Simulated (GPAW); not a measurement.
# Ti2C(OH)2 MXene monolayer in an electric field

Wanted: the out-of-plane polarisability of Ti2C(OH)2 MXene monolayer.

Main program and level: GPAW 26.7.0; GPAW, PAW setups; layer in a repeated cell with vacuum, relaxation of atoms and in-plane cell, in the first sound run; inputs show where later runs differ.

## Step 1: Starting point

The cell holds 7 atoms: 2 H, 2 O, 2 Ti and 1 C. Its edges and angles: a = 3.100 Å, b = 3.100 Å, c = 24.603 Å, α = 90.0°, β = 90.0°, γ = 120.0°. Vacuum lies along c.

## Step 2: Relaxing the atoms

Forces are removed first; all later runs use this geometry.

The input, run.py:

```python
import json
import numpy as np
from ase import Atoms
from ase.filters import FrechetCellFilter
from ase.optimize import BFGS
from gpaw import GPAW, PW

slab = Atoms(
    ['H', 'O', 'Ti', 'C', 'Ti', 'O', 'H'],
    positions=[
        [-0.00000, 1.78992, 9.00000],
        [-0.00000, 1.78992, 9.98000],
        [1.55012, 0.89496, 11.07826],
        [0.00000, 0.00000, 12.30153],
        [-0.00000, 1.78992, 13.52480],
        [1.55012, 0.89496, 14.62306],
        [1.55012, 0.89496, 15.60306]],
    cell=[[3.10024, 0.0, 0.0], [-1.55012, 2.68489, 0.0], [0.0, 0.0, 24.6031]],
    pbc=[True, True, True])

slab.calc = GPAW(mode=PW(600), xc='PBE', kpts={'size': (12, 12, 1), 'gamma': True},
                 occupations={'name': 'fermi-dirac', 'width': 0.05}, nbands='160%',
                 convergence={'density': 1e-05}, maxiter=200,
                 symmetry={'tolerance': 1e-3}, txt='slab.txt')
result = {}
# The in-plane cell is free; stress needs a cell that repeats along all three vectors
path = []
opt = BFGS(FrechetCellFilter(slab, mask=[1, 1, 0, 0, 0, 1]), maxstep=0.2)
opt.attach(lambda: path.append((slab.get_potential_energy(), slab.positions.tolist(), slab.get_forces().tolist())))
result['relaxed'] = bool(opt.run(fmax=0.02, steps=45))
result['path'] = path
result['cell'] = slab.cell.tolist()
print('in-plane lattice', slab.cell.cellpar().round(4)[[0, 1, 5]])
energy = slab.get_potential_energy()
fermi = slab.calc.get_fermi_level()
v = slab.calc.get_electrostatic_potential().mean((0, 1)) - fermi
n = slab.calc.get_pseudo_density().mean((0, 1))
L = slab.cell[2, 2]
z = np.arange(len(v)) * L / len(v)
low, high = slab.positions[:, 2].min(), slab.positions[:, 2].max()
below, above = np.interp([low - 6.8, high + 6.8], z, v)
slopes = [np.interp(x, z, np.gradient(v, z)) for x in (low - 6.8, high + 6.8)]
eps = np.array([[slab.calc.get_eigenvalues(k, s) for k in range(len(slab.calc.get_ibz_k_points()))]
                for s in range(slab.calc.get_number_of_spins())]) - fermi
top, bottom = eps[eps < 0].max(), eps[eps > 0].min()
dipole = slab.get_dipole_moment()[2]
print(f'energy {energy:.4f} eV, Fermi level {fermi:.4f} eV, dipole {dipole:.5f} e A')
print(f'potential 6.8 A off the faces, from the Fermi level: lower {below:.4f} eV, upper {above:.4f} eV')
print(f'slope of the potential there: lower {slopes[0]:.5f}, upper {slopes[1]:.5f} eV/A')
print(f'nearest levels on the mesh: {top:.4f} and {bottom:.4f} eV')
print('magnetic moment', round(slab.get_magnetic_moment(), 3))
result.update(energy=energy, fermi=fermi, dipole=dipole, below=below, above=above, slopes=slopes, edges=[top, bottom],
              z=z.tolist(), v=v.tolist(), n=n.tolist(), positions=slab.positions.tolist(),
              forces=slab.get_forces(apply_constraint=False).tolist(), moments=slab.get_magnetic_moments().tolist())
json.dump(result, open('result.json', 'w'))
```

Launch:

```
$ OMP_NUM_THREADS=1 OPENBLAS_NUM_THREADS=1 python run.py
```

The program printed:

```text
Step          Energy          fmax
BFGS:    0      -48.895017        3.177809
BFGS:    1      -49.164713        1.713026
BFGS:    2      -49.285742        0.332717
BFGS:    3      -49.289030        0.202332
BFGS:    4      -49.296368        0.518962
BFGS:    5      -49.304214        0.662596
BFGS:    6      -49.304757        0.460623
BFGS:    7      -49.304564        0.224889
BFGS:    8      -49.304719        0.092061
BFGS:    9      -49.304200        0.109757
BFGS:   10      -49.302014        0.152952
BFGS:   11      -49.299424        0.113306
BFGS:   12      -49.297420        0.038441
BFGS:   13      -49.297262        0.004800
in-plane lattice [  3.0368   3.0368 120.    ]
energy -49.2884 eV, Fermi level 1.3186 eV, dipole -0.00060 e A
potential 6.8 A off the faces, from the Fermi level: lower 1.9978 eV, upper 2.0001 eV
slope of the potential there: lower -0.00126, upper 0.00016 eV/A
nearest levels on the mesh: -0.0125 and 0.0539 eV
magnetic moment 0.0
```

The job ended after 12 min (1 thread of Intel Xeon 6975P-C (Granite Rapids), shared host; peak memory 0.66 GiB).

This run has no spin polarisation, although Ti can carry a moment.

Numbers from this step:

| Property | Result |
| --- | --- |
| dipole along the normal | -5.98e-4 e·Å |
| levels nearest the Fermi level on the mesh | -0.01254, 0.05390 eV from the Fermi level |

The electrostatic potential energy of an electron (without an applied field's), less the Fermi level, planar mean oscillates, so the rows of the table below give means over windows of 1.58 Å about each position, cut where the curve ends. Its maxima inside the range that stand out by 2 % of the span (Å: eV): 9.2: -0.389, 10.3: -5.85, 11.9: -8.02, 12.7: -8.02, 14.3: -5.84, 15.4: -0.379. Its minima: 8.9: -1.50, 9.8: -10.9, 11.2: -19.1, 12.3: -12.7, 13.4: -19.1, 14.8: -10.8, 15.7: -1.49.

Electrostatic potential energy of an electron (without an applied field's), less the Fermi level, planar mean against z; means over each step:

z (Å), electrostatic potential energy of an electron (without an applied field's), less the Fermi level, planar mean (eV) and a bar from the least value:
```
     0.79        2.0 ##############################
     2.37        2.0 ##############################
     3.95        2.0 ##############################
     5.53        1.9 ##############################
     7.11        1.6 #############################
     8.69       -0.3 #########################
    10.27       -9.5 #######
    11.85      -12.2 #
    13.43      -12.8 
    15.01       -4.8 ################
    16.59        0.7 ###########################
    18.17        1.8 ##############################
    19.75        2.0 ##############################
    21.33        2.0 ##############################
    22.91        2.0 ##############################
    24.49        2.0 ##############################
```

The pseudo valence density, planar mean oscillates, so the rows of the table below give means over windows of 1.23 Å about each position, cut where the curve ends. Its maxima inside the range that stand out by 2 % of the span (Å: e/Å³): 9.8: 0.941, 11.1: 1.51, 13.5: 1.51, 14.8: 0.941. Its minima: 10.4: 0.522, 12.5: 0.580, 14.2: 0.522.

Pseudo valence density, planar mean against z; means over each step:

| z (Å) | pseudo valence density, planar mean (e/Å³) |
| --- | --- |
| 4.30 | 1.1e-4 |
| 5.54 | 4.7e-4 |
| 6.77 | 0.00178 |
| 8.00 | 0.0193 |
| 9.22 | 0.385 |
| 10.46 | 0.830 |
| 11.69 | 0.900 |
| 12.92 | 0.898 |
| 14.14 | 0.831 |
| 15.38 | 0.387 |
| 16.61 | 0.0196 |
| 17.83 | 0.00179 |
| 19.06 | 4.7e-4 |
| 20.29 | 1.1e-4 |

The relaxation lowered the energy of the cell by 0.403 eV (energies extrapolated to zero smearing; the optimiser's log prints free energies). The largest force left on a free atom is 0.0048 eV/Å.

## Step 3: The slab's potential

The work function is the vacuum plateau of the electrostatic potential less the Fermi level; a dipole layer lets the two faces have plateaus of their own.

This step: GPAW, PAW setups; slab in vacuum (GPAW 26.7.0).

The cell differs from the one that the last finished run ended in (c 24.603 → 24.828 Å).

The input, run.py:

```python
import json
import numpy as np
from ase import Atoms
from gpaw import GPAW, PW

slab = Atoms(
    ['H', 'O', 'Ti', 'C', 'Ti', 'O', 'H'],
    positions=[
        [-0.00000, 1.75328, 9.00000],
        [-0.00000, 1.75328, 9.97489],
        [1.51839, 0.87664, 11.25212],
        [-0.00000, -0.00000, 12.41420],
        [-0.00000, 1.75328, 13.57628],
        [1.51839, 0.87664, 14.85351],
        [1.51839, 0.87664, 15.82840]],
    cell=[[3.03678, 0.0, 0.0], [-1.51839, 2.62993, 0.0], [0.0, 0.0, 24.8284]],
    pbc=[True, True, False])

slab.calc = GPAW(mode=PW(500), xc='PBE', kpts={'size': (12, 12, 1), 'gamma': True},
                 occupations={'name': 'fermi-dirac', 'width': 0.05}, nbands='160%',
                 convergence={'density': 1e-05}, maxiter=200,
                 poissonsolver={'dipolelayer': 'xy'},
                 symmetry={'tolerance': 1e-3}, txt='slab.txt')
result = {}
energy = slab.get_potential_energy()
fermi = slab.calc.get_fermi_level()
v = slab.calc.get_electrostatic_potential().mean((0, 1)) - fermi
n = slab.calc.get_pseudo_density().mean((0, 1))
L = slab.cell[2, 2]
z = np.arange(len(v)) * L / len(v)
low, high = slab.positions[:, 2].min(), slab.positions[:, 2].max()
below, above = np.interp([low - 6.8, high + 6.8], z, v)
slopes = [np.interp(x, z, np.gradient(v, z)) for x in (low - 6.8, high + 6.8)]
eps = np.array([[slab.calc.get_eigenvalues(k, s) for k in range(len(slab.calc.get_ibz_k_points()))]
                for s in range(slab.calc.get_number_of_spins())]) - fermi
top, bottom = eps[eps < 0].max(), eps[eps > 0].min()
dipole = slab.get_dipole_moment()[2]
print(f'energy {energy:.4f} eV, Fermi level {fermi:.4f} eV, dipole {dipole:.5f} e A')
print(f'potential 6.8 A off the faces, from the Fermi level: lower {below:.4f} eV, upper {above:.4f} eV')
print(f'slope of the potential there: lower {slopes[0]:.5f}, upper {slopes[1]:.5f} eV/A')
print(f'nearest levels on the mesh: {top:.4f} and {bottom:.4f} eV')
print('magnetic moment', round(slab.get_magnetic_moment(), 3))
result.update(energy=energy, fermi=fermi, dipole=dipole, below=below, above=above, slopes=slopes, edges=[top, bottom],
              z=z.tolist(), v=v.tolist(), n=n.tolist(), positions=slab.positions.tolist(),
              forces=slab.get_forces(apply_constraint=False).tolist(), moments=slab.get_magnetic_moments().tolist())
json.dump(result, open('result.json', 'w'))
```

The program printed:

```text
energy -48.5523 eV, Fermi level 1.2794 eV, dipole 0.00001 e A
potential 6.8 A off the faces, from the Fermi level: lower 2.0146 eV, upper 2.0146 eV
slope of the potential there: lower -0.00064, upper 0.00064 eV/A
nearest levels on the mesh: -0.0128 and 0.0539 eV
magnetic moment 0.0
```

It took 38 s on 1 thread; peak memory 0.27 GiB.

This step gave:

| Property | Result |
| --- | --- |
| dipole along the normal | 7.37e-6 e·Å |
| levels nearest the Fermi level on the mesh | -0.01275, 0.05386 eV from the Fermi level |
| upper work function | 2.015 eV |
| lower work function | 2.015 eV |

The electrostatic potential energy of an electron (without an applied field's), less the Fermi level, planar mean oscillates, so the rows of the table below give means over windows of 1.56 Å about each position, cut where the curve ends. Its maxima inside the range that stand out by 2 % of the span (Å: eV): 9.3: -0.385, 10.4: -5.86, 12.0: -8.04, 12.9: -8.04, 14.4: -5.86, 15.5: -0.385. Its minima: 9.0: -1.47, 10.0: -10.9, 11.2: -19.1, 12.4: -12.7, 13.6: -19.1, 14.8: -10.9, 15.8: -1.47.

The electrostatic potential energy of an electron (without an applied field's), less the Fermi level, planar mean by z; means over each step:

z (Å), electrostatic potential energy of an electron (without an applied field's), less the Fermi level, planar mean (eV) and a bar from the least value:
```
     0.78        2.0 ##############################
     2.34        2.0 ##############################
     3.90        2.0 ##############################
     5.46        2.0 ##############################
     7.02        1.7 #############################
     8.58        0.0 ##########################
    10.14       -7.2 ############
    11.70      -13.3 
    13.26      -13.3 
    14.82       -6.2 ##############
    16.38        0.2 ##########################
    17.94        1.7 #############################
    19.50        2.0 ##############################
    21.06        2.0 ##############################
    22.62        2.0 ##############################
    24.18        2.0 ##############################
```

The pseudo valence density, planar mean oscillates, so the rows of the table below give means over windows of 1.29 Å about each position, cut where the curve ends. Its maxima inside the range that stand out by 2 % of the span (Å: e/Å³): 9.9: 0.926, 11.2: 1.54, 13.6: 1.54, 14.9: 0.926. Its minima: 10.5: 0.522, 12.7: 0.578, 14.3: 0.522.

Pseudo valence density, planar mean against z; means over each step:

z (Å), pseudo valence density, planar mean (e/Å³) and a bar:
```
     4.52       0.00 
     5.80       0.00 
     7.10       0.00 
     8.38       0.05 #
     9.68       0.57 ################
    10.96       1.00 #############################
    12.25       0.64 ##################
    13.54       1.05 ##############################
    14.84       0.66 ###################
    16.12       0.10 ###
    17.41       0.00 
    18.71       0.00 
    20.00       0.00 
    21.29       0.00
```

Force by atom:

| atom | x (eV/Å) | y (eV/Å) | z (eV/Å) | size |
| --- | --- | --- | --- | --- |
| H1 | 0.0000 | 0.0000 | -0.0998 | 0.0998 |
| O2 | 0.0000 | 0.0000 | 0.0769 | 0.0769 |
| Ti3 | 0.0000 | 0.0000 | -0.0240 | 0.0240 |
| C4 | 0.0000 | 0.0000 | 0.0000 | 0.0000 |
| Ti5 | 0.0000 | 0.0000 | 0.0240 | 0.0240 |
| O6 | 0.0000 | 0.0000 | -0.0769 | 0.0769 |
| H7 | 0.0000 | 0.0000 | 0.0998 | 0.0998 |

The potential is flat to 6.4e-4 eV/Å where it is read, so the vacuum is wide enough.

## Step 4: In a field

A uniform field along the normal polarises the slab; the atoms stay fixed, so this is the electronic response alone.

Changes to run.py since step 3:

```diff
@@ -4,2 +4,3 @@
 from gpaw import GPAW, PW
+from gpaw.external import ConstantElectricField
 
@@ -22,2 +23,3 @@
                  poissonsolver={'dipolelayer': 'xy'},
+                 external=ConstantElectricField(-0.2, [0, 0, 1]),
                  symmetry={'tolerance': 1e-3}, txt='slab.txt')
```

The program printed:

```text
energy -48.5641 eV, Fermi level 1.2467 eV, dipole -0.11649 e A
potential 6.8 A off the faces, from the Fermi level: lower 0.7624 eV, upper 3.4004 eV
slope of the potential there: lower -0.00078, upper 0.00266 eV/A
nearest levels on the mesh: -0.0191 and 0.0537 eV
magnetic moment 0.0
```

Run time: 2.6 min. Hardware: 1 thread; peak memory 0.6 GiB.

Numbers from this step:

```
dipole along the normal                                         : -0.1165 e·Å
levels nearest the Fermi level on the mesh                      : -0.01913, 0.05368 eV from the Fermi level
potential below the slab, the applied field's own ramp left out : 0.7624 eV from the Fermi level
potential above the slab, the applied field's own ramp left out : 3.400 eV from the Fermi level
```

The electrostatic potential energy of an electron (without an applied field's), less the Fermi level, planar mean oscillates, so the rows of the table below give means over windows of 1 Å about each position, cut where the curve ends. Its maxima inside the range that stand out by 2 % of the span (Å: eV): 9.3: -1.06, 10.4: -6.28, 12.0: -8.13, 12.9: -7.95, 14.4: -5.43, 15.5: 0.284, 24.1: 3.40. Its minima: 9.0: -2.21, 10.0: -11.4, 11.2: -19.4, 12.4: -12.7, 13.6: -18.9, 14.8: -10.4, 15.8: -0.738.

Table of electrostatic potential energy of an electron (without an applied field's), less the Fermi level, planar mean by z; means over each step:

z (Å), electrostatic potential energy of an electron (without an applied field's), less the Fermi level, planar mean (eV) and a bar from the least value:
```
        0        1.3 ##########################
        1        0.8 ##########################
        2        0.8 ##########################
        3        0.8 ##########################
        4        0.8 ##########################
        5        0.8 ##########################
        6        0.7 #########################
        7        0.6 #########################
        8        0.1 ########################
        9       -1.5 ######################
       10       -7.7 ###########
       11      -14.4 
       12      -10.9 ######
       13      -11.6 #####
       14      -11.8 ####
       15       -5.7 ###############
       16        0.3 #########################
       17        2.3 ############################
       18        3.0 #############################
       19        3.2 ##############################
       20        3.3 ##############################
       21        3.4 ##############################
       22        3.4 ##############################
       23        3.4 ##############################
       24        3.4 ##############################
```

Force by atom:

| atom | x (eV/Å) | y (eV/Å) | z (eV/Å) | size |
| --- | --- | --- | --- | --- |
| H1 | 0.000 | 0.000 | -0.076 | 0.076 |
| O2 | -0.002 | 0.001 | 0.026 | 0.026 |
| Ti3 | 0.000 | 0.000 | 0.008 | 0.008 |
| C4 | 0.000 | 0.000 | -0.007 | 0.007 |
| Ti5 | 0.000 | 0.000 | 0.051 | 0.051 |
| O6 | 0.002 | -0.001 | -0.113 | 0.113 |
| H7 | 0.000 | 0.000 | 0.112 | 0.112 |

The dipole is now -0.116 e Å, against 7.4e-6 in the run without a field.

## Step 5: In a field

Changes to run.py since step 4:

```diff
@@ -23,3 +23,3 @@
                  poissonsolver={'dipolelayer': 'xy'},
-                 external=ConstantElectricField(-0.2, [0, 0, 1]),
+                 external=ConstantElectricField(-0.1, [0, 0, 1]),
                  symmetry={'tolerance': 1e-3}, txt='slab.txt')
```

The program printed:

```text
energy -48.5553 eV, Fermi level 1.2714 eV, dipole -0.05808 e A
potential 6.8 A off the faces, from the Fermi level: lower 1.3730 eV, upper 2.6885 eV
slope of the potential there: lower -0.00060, upper 0.00112 eV/A
nearest levels on the mesh: -0.0144 and 0.0538 eV
magnetic moment 0.0
```

Wall time 2.4 min (1 thread); peak memory 0.6 GiB.

This step gave:

* dipole along the normal: -0.05808 e·Å
* levels nearest the Fermi level on the mesh: -0.01439, 0.05380 eV from the Fermi level
* potential below the slab, the applied field's own ramp left out: 1.373 eV from the Fermi level
* potential above the slab, the applied field's own ramp left out: 2.689 eV from the Fermi level

The electrostatic potential energy of an electron (without an applied field's), less the Fermi level, planar mean oscillates, so the rows of the table below give means over windows of 1.56 Å about each position, cut where the curve ends. Its maxima inside the range that stand out by 2 % of the span (Å: eV): 9.3: -0.721, 10.4: -6.07, 12.0: -8.08, 12.9: -7.99, 14.4: -5.64, 15.5: -0.0489, 24.1: 2.69. Its minima: 9.0: -1.84, 10.0: -11.2, 11.2: -19.3, 12.4: -12.7, 13.6: -19.0, 14.8: -10.7, 15.8: -1.10.

The electrostatic potential energy of an electron (without an applied field's), less the Fermi level, planar mean by z; means over each step:

| z (Å) | electrostatic potential energy of an electron (without an applied field's), less the Fermi level, planar mean (eV) |
| --- | --- |
| 0.78 | 1.45 |
| 2.34 | 1.37 |
| 3.90 | 1.37 |
| 5.46 | 1.34 |
| 7.02 | 1.13 |
| 8.58 | -0.381 |
| 10.14 | -7.42 |
| 11.70 | -13.4 |
| 13.26 | -13.2 |
| 14.82 | -5.92 |
| 16.38 | 0.635 |
| 17.94 | 2.33 |
| 19.50 | 2.63 |
| 21.06 | 2.68 |
| 22.62 | 2.69 |
| 24.18 | 2.64 |

Force by atom:

| atom | x (eV/Å) | y (eV/Å) | z (eV/Å) | size |
| --- | --- | --- | --- | --- |
| H1 | 0.000 | 0.000 | -0.089 | 0.089 |
| O2 | -0.002 | 0.001 | 0.053 | 0.053 |
| Ti3 | 0.000 | 0.000 | -0.008 | 0.008 |
| C4 | 0.000 | 0.000 | -0.003 | 0.003 |
| Ti5 | 0.000 | 0.000 | 0.039 | 0.039 |
| O6 | 0.002 | -0.001 | -0.097 | 0.097 |
| H7 | 0.000 | 0.000 | 0.107 | 0.107 |

The dipole is now -0.0581 e Å, against 7.4e-6 in the run without a field.

## Step 6: Field on

Changes to run.py since step 5:

```diff
@@ -23,3 +23,3 @@
                  poissonsolver={'dipolelayer': 'xy'},
-                 external=ConstantElectricField(-0.1, [0, 0, 1]),
+                 external=ConstantElectricField(-0.05, [0, 0, 1]),
                  symmetry={'tolerance': 1e-3}, txt='slab.txt')
```

The program printed:

```text
energy -48.5531 eV, Fermi level 1.2772 eV, dipole -0.02904 e A
potential 6.8 A off the faces, from the Fermi level: lower 1.6900 eV, upper 2.3479 eV
slope of the potential there: lower -0.00058, upper 0.00080 eV/A
nearest levels on the mesh: -0.0131 and 0.0538 eV
magnetic moment 0.0
```

Wall time 2.3 min (1 thread); peak memory 0.6 GiB.

## Step 7: Field on

Changes to run.py since step 6:

```diff
@@ -23,3 +23,3 @@
                  poissonsolver={'dipolelayer': 'xy'},
-                 external=ConstantElectricField(-0.05, [0, 0, 1]),
+                 external=ConstantElectricField(0.05, [0, 0, 1]),
                  symmetry={'tolerance': 1e-3}, txt='slab.txt')
```

The program printed:

```text
energy -48.5531 eV, Fermi level 1.2772 eV, dipole 0.02904 e A
potential 6.8 A off the faces, from the Fermi level: lower 2.3479 eV, upper 1.6900 eV
slope of the potential there: lower -0.00080, upper 0.00058 eV/A
nearest levels on the mesh: -0.0131 and 0.0538 eV
magnetic moment 0.0
```

It took 2.3 min on 1 thread; peak memory 0.6 GiB.

[end of part 1 of 2]

[Logs are printed without paths, hosts, clocks, repeated set-up lines and the standing remarks that a program may print on its own settings, such as how far it seeks lower states.]

[Hosts, paths, dates, database ids (printed as entryN), source tags and the programs' standing remarks are cut or masked in the printed files.]
